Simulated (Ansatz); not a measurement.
In doubt: masses and optical values from hybrid runs of this build are listed as unsure (in some of the runs), which bears on the screening that GW takes from such a start.

SiO2 (P6_422), computed twice by G0W0.

```yaml
crystal:
  lattice:
    - [5.06052, 0.00000, 0.00000]
    - [-2.53026, 4.38254, 0.00000]
    - [0.00000, 0.00000, 5.54135]
  atoms:
    - { symbol: Si, position: [0.00000, 0.50000, 0.33333] }
    - { symbol: Si, position: [0.50000, 0.50000, 0.66667] }
    - { symbol: Si, position: [0.50000, 0.00000, 0.00000] }
    - { symbol: O, position: [0.58279, 0.79139, 0.83333] }
    - { symbol: O, position: [0.79139, 0.58279, 0.50000] }
    - { symbol: O, position: [0.79139, 0.20861, 0.16667] }
    - { symbol: O, position: [0.41721, 0.20861, 0.83333] }
    - { symbol: O, position: [0.20861, 0.41721, 0.50000] }
    - { symbol: O, position: [0.20861, 0.79139, 0.16667] }
```

The cell and positions are those that the Materials Project relaxed with its own functionals (PBE, PBE+U or r2SCAN), kept fixed.

The first (Ansatz 0.2.0; start LDA, 6×6×2 mesh, 279 empty bands, screening to 300 eV, PAW set soft_1 files; 1 × NVIDIA H100 80GB HBM3 (shared by 6 runs) with 2 threads of AMD EPYC 7R13 (Zen 3), shared host) gave, on its mesh: starting gap 5.45 eV, G0W0 gap 8.49 eV, RPA ε∞ (mean) 2.29, 24 s.

The second gave: starting gap 15.89 eV, G0W0 gap 11.22 eV, RPA ε∞ (mean) 1.59, 86 s.

Question: What was changed in the input? Choose among start, files, mesh, bands and cutoff, frequency model or another key.

Changed: start from LDA to Hartree-Fock and screening cutoff (eV) from 300 to 100. A jump of this size in the start, with ε∞ moving the other way, marks another functional. Other changes could give like numbers; this is the one that was made.

Limits: not at the basis limit; coarse k mesh.

[Paths, hosts, dates, memory and timing lines, banners, echoed tables and standing remarks are left out of the program output.]

[Logs are printed without paths, hosts, clocks, repeated set-up lines and the standing remarks that a program may print on its own settings, such as how far it seeks lower states.]

[Runs of the session that timed out or met a known fault of the program may be left out.]

[Cells called generated may have been cut or substituted from an entry of the Crystallography Open Database or the Materials Project.]

[Hosts, paths, dates, database ids (printed as entryN), source tags and the programs' standing remarks are cut or masked in the printed files.]
